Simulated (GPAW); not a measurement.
# Calculated records

**BiOCl (P4/nmm): one start, several treatments of the self-energy**

The structure is tetragonal, space group P4/nmm (No. 129). The conventional cell has a = 3.886 Å, b = 3.886 Å, c = 7.349 Å, α = 90.00°, β = 90.00°, γ = 90.00°. Nearest to Bi lie 4 O at 2.31 Å and 4 Cl at 3.06 Å. Cl has 4 Bi at 3.06 Å nearest. Nearest to O lie 4 Bi at 2.31 Å. Farther neighbours and most contacts between anions are not listed.

```xyz
6
Lattice="3.8855 0.0000 0.0000 0.0000 3.8855 0.0000 0.0000 0.0000 7.3489" Properties=species:S:1:pos:R:3 pbc="T T T"
Bi    1.9428    0.0000    2.4181
Bi    0.0000    1.9428    4.9308
Cl    0.0000    1.9428    1.0818
Cl    1.9428    0.0000    6.2671
O     0.0000    0.0000    3.6744
O     1.9428    1.9428    3.6744
```

```
method                                  : DFT, LDA, plane waves, PAW (and 3 further levels or steps)
program                                 : GPAW 26.7.0
settings of one run                     : cutoff 600 eV, GPAW PAW setups 1.2.1 data release, 4×4×2 k-mesh, nbands 1005
cost                                    : 5 runs, 34 min in all on 4 MPI ranks of Arm Neoverse V2, shared host (the runs of this entry)
notes                                   : The cell and positions come from the Crystallography Open Database and are kept as given unless a step says otherwise. Limits: no spin-orbit coupling. Against experiment, by G0W0, Godby-Needs plasmon pole: the gap of 3.66 eV lies +0.30 eV from the measured 3.36 eV (optical, 2021); the gap of 3.66 eV lies +0.22 eV from the measured 3.44 eV (optical, 2022). An exciton line or allowed optical edge lies below the quasiparticle gap by the binding energy; a forbidden edge can push the onset above it. These are gaps on the mesh, at modest bands and cutoff. The calculation has static nuclei and no excitons; a measured gap holds zero-point and thermal motion, which mostly lowers it. With atoms this heavy the missing spin-orbit coupling can matter too. Bands and cutoff are finite, so the gap is not at the basis limit. The miss can reach some tenths of an eV and take either sign; the mesh is an error of its own. The 4×4×2 mesh is coarse for this cell, which bears on the long-range parts of exchange and screening.
G0W0, Godby-Needs plasmon pole          : 3.662 eV
one-shot HSE06                          : 3.817 eV
one-shot PBE0                           : 4.499 eV
G0W0, full frequency, Hilbert transform : 3.693 eV
known limits                            : not at the basis limit; no spin-orbit coupling; coarse k mesh
```

One-shot HSE06: +0.154 eV against G0W0, Godby-Needs plasmon pole. One-shot PBE0: +0.836 eV against G0W0, Godby-Needs plasmon pole.

[Paths, hosts, dates, memory and timing lines, banners, echoed tables and standing remarks are left out of the program output.]

[Logs are printed without paths, hosts, clocks, repeated set-up lines and the standing remarks that a program may print on its own settings, such as how far it seeks lower states.]

[Runs of the session that timed out or met a known fault of the program may be left out.]

[Hosts, paths, dates, database ids (printed as entryN), source tags and the programs' standing remarks are cut or masked in the printed files.]
